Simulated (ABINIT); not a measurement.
# Quasiparticle gap of BiOCl (P4/nmm) in ABINIT

Wanted: ground state, empty states, screening and self-energy for BiOCl (P4/nmm).

Program: ABINIT 10.8.3. Level of theory: PBEsol and many-body steps on it, plane waves. Results are calculated unless marked as measured.

**What was measured.**

- Gap 3.36 eV: optical gap from Kubelka-Munk/Tauc analysis; UV-vis diffuse reflectance; powder (solvothermal hierarchical microspheres made without additive) (“Hydrothermal Crystallization of Bismuth Oxychlorides (BiOCl) Using Different Shape Control Reagents”, 2021, pmc:8123882).

- Gap 3.44 eV: optical gap from Tauc plot; UV-vis diffuse reflectance; powder (hydrothermal powder) (“Synergistic Piezo-Photocatalysis of BiOCl/NaNbO3 Heterojunction Piezoelectric Composite for High-Efficient Organic Pollutant Degradation”, 2022, pmc:8839476).

Most raw output is cut from this account.

## 1. The starting structure

The structure is tetragonal, space group P4/nmm (No. 129). Conventional cell: a = 3.886 Å, b = 3.886 Å, c = 7.349 Å, α = 90.00°, β = 90.00°, γ = 90.00°. Nearest to Bi lie 4 O at 2.31 Å and 4 Cl at 3.06 Å. Cl has 4 Bi at 3.06 Å nearest. Nearest to O lie 4 Bi at 2.31 Å. Farther neighbours and most contacts between anions are not listed.

The cell and positions come from the Crystallography Open Database and are kept as given unless a step says otherwise.

## 2. Ground state

This step: ABINIT 10.8.3; DFT, PBEsol with spin-orbit coupling, plane waves, norm-conserving pseudopotentials.

The ground-state density comes first.

run.abi

```
acell 3*1.0 Angstrom
rprim 
  3.885510000000 0.000000000000 0.000000000000
  0.000000000000 3.885510000000 0.000000000000
  0.000000000000 0.000000000000 7.348900000000
ntypat 3
znucl 83 17 8
natom 6
typat 1 1 2 2 3 3
xred 
  0.500000000000 0.000000000000 0.329040000000
  0.000000000000 0.500000000000 0.670960000000
  0.000000000000 0.500000000000 0.147200000000
  0.500000000000 0.000000000000 0.852800000000
  0.000000000000 0.000000000000 0.500000000000
  0.500000000000 0.500000000000 0.500000000000
pp_dirpath "pseudos"
pseudos "Bi.upf, Cl.upf, O.upf"
ecut 42
nspinor 2
ngkpt 4 4 2
nshiftk 1
shiftk 0 0 0
kptopt 1
chksymbreak 0
nband 86
occopt 1
tolvrs 1e-08
nstep 60
prtwf 0
optforces 0
optstress 0
indata_prefix "in"
outdata_prefix "out"
tmpdata_prefix "tmp"
```

Command:

```
> OMP_NUM_THREADS=1 mpirun -n 4 abinit run.abi > log
```

Wall time 9 min (4 MPI ranks of Arm Neoverse V1, shared host); peak memory 0.81 GiB; 36 min of CPU time.

Numbers from this step:

- total energy: -14438.4371 eV
- gap: 2.329 eV
- k of the valence top: 0.5, 0, 0.5
- k of the conduction bottom: 0, 0, 0.5
- least direct gap: 2.606 eV

The gap is indirect, with the least direct gap 0.28 eV higher.

## 3. Bands along the symmetry lines

Levels along a band path, at the cheap level, show where the edges lie and whether the meshes to come will hold them.

run.abi

```
acell 3*1.0 Angstrom
rprim 
  3.885510000000 0.000000000000 0.000000000000
  0.000000000000 3.885510000000 0.000000000000
  0.000000000000 0.000000000000 7.348900000000
ntypat 3
znucl 83 17 8
natom 6
typat 1 1 2 2 3 3
xred 
  0.500000000000 0.000000000000 0.329040000000
  0.000000000000 0.500000000000 0.670960000000
  0.000000000000 0.500000000000 0.147200000000
  0.500000000000 0.000000000000 0.852800000000
  0.000000000000 0.000000000000 0.500000000000
  0.500000000000 0.500000000000 0.500000000000
pp_dirpath "pseudos"
pseudos "Bi.upf, Cl.upf, O.upf"
ecut 42
nspinor 2
iscf -2
irdden 1
kptopt 0
nkpt 39
kpt 
  0.00000000 0.00000000 0.00000000
  0.00000000 0.12500000 0.00000000
  0.00000000 0.25000000 0.00000000
  0.00000000 0.37500000 0.00000000
  0.00000000 0.50000000 0.00000000
  0.12500000 0.50000000 0.00000000
  0.25000000 0.50000000 0.00000000
  0.37500000 0.50000000 0.00000000
  0.50000000 0.50000000 0.00000000
  0.37500000 0.37500000 0.00000000
  0.25000000 0.25000000 0.00000000
  0.12500000 0.12500000 0.00000000
  0.00000000 0.00000000 0.00000000
  0.00000000 0.00000000 0.12500000
  0.00000000 0.00000000 0.25000000
  0.00000000 0.00000000 0.37500000
  0.00000000 0.00000000 0.50000000
  0.00000000 0.12500000 0.50000000
  0.00000000 0.25000000 0.50000000
  0.00000000 0.37500000 0.50000000
  0.00000000 0.50000000 0.50000000
  0.12500000 0.50000000 0.50000000
  0.25000000 0.50000000 0.50000000
  0.37500000 0.50000000 0.50000000
  0.50000000 0.50000000 0.50000000
  0.37500000 0.37500000 0.50000000
  0.25000000 0.25000000 0.50000000
  0.12500000 0.12500000 0.50000000
  0.00000000 0.00000000 0.50000000
  0.00000000 0.50000000 0.00000000
  0.00000000 0.50000000 0.12500000
  0.00000000 0.50000000 0.25000000
  0.00000000 0.50000000 0.37500000
  0.00000000 0.50000000 0.50000000
  0.50000000 0.50000000 0.00000000
  0.50000000 0.50000000 0.12500000
  0.50000000 0.50000000 0.25000000
  0.50000000 0.50000000 0.37500000
  0.50000000 0.50000000 0.50000000
istwfk *1
nband 88
nbdbuf 6
tolwfr 1e-08
nstep 40
prtwf 0
prtvol 0
indata_prefix "in"
outdata_prefix "out"
tmpdata_prefix "tmp"
```

The job ended after 11 min (4 MPI ranks; peak memory 1.4 GiB; 45 min of CPU time).

This step gave:

```yaml
gap: 2.249 eV
k_of_the_valence_top: 0, 0.375, 0.5
k_of_the_conduction_bottom: 0, 0, 0.5
least_direct_gap: 2.606 eV
```

The gap is 2.249 eV, −0.080 eV from the run before at this level.

The electronic bands at the labelled points (eV, zero at the top of the highest filled band):

| point | band 69 | band 70 | band 71 | band 72 | band 73 | band 74 | band 75 | band 76 |
| --- | --- | --- | --- | --- | --- | --- | --- | --- |
| Γ | -0.94 | -0.94 | -0.78 | -0.78 | 2.69 | 2.69 | 2.97 | 2.97 |
| halfway | -0.40 | -0.40 | -0.28 | -0.28 | 3.25 | 3.25 | 3.78 | 3.78 |
| X | -0.08 | -0.08 | -0.08 | -0.08 | 3.69 | 3.69 | 3.69 | 3.69 |
| halfway | -0.71 | -0.71 | -0.71 | -0.71 | 3.59 | 3.59 | 4.12 | 4.12 |
| M | -0.72 | -0.72 | -0.72 | -0.72 | 3.58 | 3.58 | 3.58 | 3.58 |
| halfway | -0.52 | -0.52 | -0.38 | -0.38 | 3.16 | 3.16 | 4.13 | 4.13 |
| Γ | -0.94 | -0.94 | -0.78 | -0.78 | 2.69 | 2.69 | 2.97 | 2.97 |
| halfway | -0.73 | -0.73 | -0.54 | -0.54 | 2.45 | 2.45 | 2.72 | 2.72 |
| Z | -0.44 | -0.44 | -0.36 | -0.36 | 2.25 | 2.25 | 2.37 | 2.37 |
| halfway | -0.57 | -0.57 | -0.17 | -0.17 | 3.24 | 3.24 | 3.52 | 3.52 |
| R | -0.08 | -0.08 | -0.08 | -0.08 | 3.59 | 3.59 | 3.59 | 3.59 |
| halfway | -0.69 | -0.69 | -0.61 | -0.61 | 3.32 | 3.32 | 3.90 | 3.90 |
| A | -0.77 | -0.77 | -0.77 | -0.77 | 3.94 | 3.94 | 3.94 | 3.94 |
| halfway | -0.59 | -0.59 | -0.34 | -0.34 | 2.80 | 2.80 | 4.29 | 4.29 |
| Z | -0.44 | -0.44 | -0.36 | -0.36 | 2.25 | 2.25 | 2.37 | 2.37 |
| jump to X | -0.08 | -0.08 | -0.08 | -0.08 | 3.69 | 3.69 | 3.69 | 3.69 |
| halfway | -0.09 | -0.09 | -0.09 | -0.09 | 3.64 | 3.64 | 3.64 | 3.64 |
| R | -0.08 | -0.08 | -0.08 | -0.08 | 3.59 | 3.59 | 3.59 | 3.59 |
| jump to M | -0.72 | -0.72 | -0.72 | -0.72 | 3.58 | 3.58 | 3.58 | 3.58 |
| halfway | -0.77 | -0.77 | -0.77 | -0.77 | 3.76 | 3.76 | 3.76 | 3.76 |
| A | -0.77 | -0.77 | -0.77 | -0.77 | 3.94 | 3.94 | 3.94 | 3.94 |

## 4. Empty states on the mesh, 4×4×2 mesh, 176 bands

The sums over transitions need many empty states on a uniform mesh; this step solves for them.

run.abi

```
acell 3*1.0 Angstrom
rprim 
  3.885510000000 0.000000000000 0.000000000000
  0.000000000000 3.885510000000 0.000000000000
  0.000000000000 0.000000000000 7.348900000000
ntypat 3
znucl 83 17 8
natom 6
typat 1 1 2 2 3 3
xred 
  0.500000000000 0.000000000000 0.329040000000
  0.000000000000 0.500000000000 0.670960000000
  0.000000000000 0.500000000000 0.147200000000
  0.500000000000 0.000000000000 0.852800000000
  0.000000000000 0.000000000000 0.500000000000
  0.500000000000 0.500000000000 0.500000000000
pp_dirpath "pseudos"
pseudos "Bi.upf, Cl.upf, O.upf"
ecut 42
nspinor 2
ngkpt 4 4 2
nshiftk 1
shiftk 0 0 0
kptopt 1
chksymbreak 0
iscf -2
irdden 1
istwfk *1
nband 176
nbdbuf 16
tolwfr 1e-09
nstep 60
prtvol 0
indata_prefix "in"
outdata_prefix "out"
tmpdata_prefix "tmp"
```

Elapsed: 11 min, on 4 MPI ranks; peak memory 1 GiB; 44 min of CPU time.

This step gave:

| Item | Value |
| --- | --- |
| gap | 2.329 eV |
| k of the valence top | 0.5, 0, 0.5 |
| k of the conduction bottom | 0, 0, 0.5 |
| least direct gap | 2.606 eV |
| k points computed | 12 |
| lowest point of the top converged band, above the valence top | 25.52 eV |

On this mesh the gap is 2.329 eV.

## 5. Screening, 4×4×2 mesh, 160 bands, screening to 81.6 eV

The RPA dielectric matrix is built and inverted for each q.

This step: RPA screening on PBEsol with spin-orbit coupling, plane waves, norm-conserving pseudopotentials.

run.abi: that of step 4 with these lines changed.

```diff
@@ -25,10 +25,11 @@
 chksymbreak 0
-iscf -2
-irdden 1
 istwfk *1
-nband 176
-nbdbuf 16
-tolwfr 1e-09
-nstep 60
-prtvol 0
+occopt 1
+irdwfk 1
+optdriver 3
+nband 160
+ecuteps 3
+inclvkb 0
+awtr 1
+symchi 1
 indata_prefix "in"
```

Wall time 13 min (4 MPI ranks); peak memory 8.2 GiB.

This step gave:

```yaml
eps_infinity_with_local_fields_on_this_mesh_along_the_program_s_q_direction: 7.618
the_same_without_local_fields: 8.620
plasma_frequency: 29.91 eV
plane_waves_in_the_screening_matrix: 179
```

Local fields lower ε∞ by 12 %. On a Γ-centred mesh this coarse the value itself is usually too large, while a short band sum pulls it down.

## 6. Self-energy, 4×4×2 mesh, 160 bands, screening to 81.6 eV

The self-energy is evaluated for the states that the input lists, and the levels follow from it, in one-shot runs by the linearised quasiparticle equation.

This step: G0W0 on PBEsol with spin-orbit coupling, plane waves, norm-conserving pseudopotentials.

run.abi: that of step 5 with these lines changed.

```diff
@@ -28,8 +28,19 @@
 irdwfk 1
-optdriver 3
+optdriver 4
 nband 160
+gwcalctyp 0
+ecutsigx 42
+symsigma 0
+nkptgw 3
+kptgw 
+  0.5000000000 0.0000000000 0.5000000000
+  0.0000000000 0.0000000000 0.5000000000
+  0.0000000000 0.0000000000 0.0000000000
+bdgw 
+  69 76
+  69 76
+  69 76
 ecuteps 3
-inclvkb 0
-awtr 1
-symchi 1
+irdscr 1
+ppmodel 1
 indata_prefix "in"
```

Run time: 4.5 min. Hardware: 4 MPI ranks; peak memory 7.4 GiB.

Numbers from this step:

```yaml
g0w0_gap_on_the_points_computed: 3.381 eV
starting_gap_on_the_mesh: 2.329 eV
k_of_the_valence_top: 0.5, 0, 0.5
k_of_the_conduction_bottom: 0, 0, 0.5
z_at_the_valence_top: 0.792
z_at_the_conduction_bottom: 0.832
least_direct_g0w0_gap_on_the_computed_points: 3.545 eV
```

The gap on the mesh goes from 2.33 eV to 3.38 eV, a correction of +1.05 eV.

Limits: finite bands, cutoff and mesh; screening head approximate; coarse k mesh. v1 is the top filled band, c1 the lowest empty one. Levels before and after the correction, in eV, zero at the valence-band top of each column:

|  | conduction bottom | valence top |
| --- | --- | --- |
| Kohn-Sham | 2.33 | 0.00 |
| G0W0 | 3.38 | 0.00 |

|  | level | energy (eV) |
| --- | --- | --- |
| Kohn-Sham | (0.5 0 0.5) v3-v1 | 0.000 |
| Kohn-Sham | (0.5 0 0.5) c1-c3 | 3.674 |
| Kohn-Sham | (0 0 0.5) v3 | -0.358 |
| Kohn-Sham | (0 0 0.5) v2-v1 | -0.277 |
| Kohn-Sham | (0 0 0.5) c1-c2 | 2.329 |
| Kohn-Sham | (0 0 0.5) c3 | 2.448 |
| G0W0 | (0.5 0 0.5) v3-v1 | 0.000 |
| G0W0 | (0.5 0 0.5) c1-c3 | 5.044 |
| G0W0 | (0 0 0.5) v3 | -0.164 |
| G0W0 | (0 0 0.5) v2-v1 | -0.609 |
| G0W0 | (0 0 0.5) c1-c2 | 3.381 |
| G0W0 | (0 0 0.5) c3 | 3.684 |

## 7. Where the time went

Times are wall times on 4 MPI ranks of Arm Neoverse V1, shared host, good to a factor of about two.

| step | time | share | memory (GiB) |
| --- | --- | --- | --- |
| ground state | 9 min | 19 % | 0.81 |
| bands along the symmetry lines | 11 min | 23 % | 1.4 |
| empty states on the mesh | 11 min | 22 % | 1 |
| screening | 13 min | 27 % | 8.2 |
| self-energy | 4.5 min | 9 % | 7.4 |

## 8. Results

* PBEsol gap: 2.25 eV, indirect
* G0W0 gap on the mesh: 3.38 eV
* G0W0 gap over the zone (rigid shift): 3.30 eV
* GW settings: 4×4×2 mesh, 160 bands, screening to 81.6 eV, Godby-Needs plasmon pole
* known limits: not at the basis limit; screening head approximate; coarse k mesh

**Reading.** G0W0 moves the gap on the mesh from 2.33 eV to 3.38 eV (+1.05 eV), with Z of 0.79 and 0.83 at the edges. The mesh misses the band edges by 0.08 eV in all; a rigid shift gives 3.30 eV for the zone. Local fields lower the RPA ε∞ on this mesh from 8.62 to 7.62; a Γ-centred mesh this coarse tends to raise both, most where the direct gap is narrow, while a short band sum lowers them. Only 3 of the mesh's irreducible points were corrected, so a valley elsewhere could overtake. Against experiment, by G0W0@PBEsol: the gap of 3.30 eV lies −0.06 eV from the measured 3.36 eV (optical, 2021); the gap of 3.30 eV lies −0.14 eV from the measured 3.44 eV (optical, 2022). An exciton line or allowed optical edge lies below the quasiparticle gap by the binding energy; a forbidden edge can push the onset above it. The calculation has static nuclei and no excitons; a measured gap holds zero-point and thermal motion, which mostly lowers it. Bands and cutoff are finite, so the gap is not at the basis limit. The miss can reach some tenths of an eV and take either sign; the mesh is an error of its own. In the G0W0 run levels were corrected at 3 k points alone, so a gap called «on the mesh» is the least over those, and an edge elsewhere would be missed. A denser mesh or path gives a starting gap of 2.25 eV: the GW mesh misses a band edge, so its gaps are not the fundamental one. The 4×4×2 mesh is coarse for this cell, which bears on the long-range parts of exchange and screening. The long-wavelength limit of the screening leaves out the non-local commutator, which shifts ε∞.

[Paths, hosts, dates, memory and timing lines, banners, echoed tables and standing remarks are left out of the program output.]

[Logs are printed without paths, hosts, clocks, repeated set-up lines and the standing remarks that a program may print on its own settings, such as how far it seeks lower states.]

[Runs of the session that timed out or met a known fault of the program may be left out.]

[Hosts, paths, dates, database ids (printed as entryN), source tags and the programs' standing remarks are cut or masked in the printed files.]

[G0W0 gaps are taken among the corrected bands and points alone; a level outside them can change the order at an edge.]

[Where Ansatz stands beside ABINIT at settings called matched, ABINIT's density can come from a denser mesh and the files from another edition; pairs whose starting gaps differed by over 0.03 eV were left out, so agreement reads better than it is.]
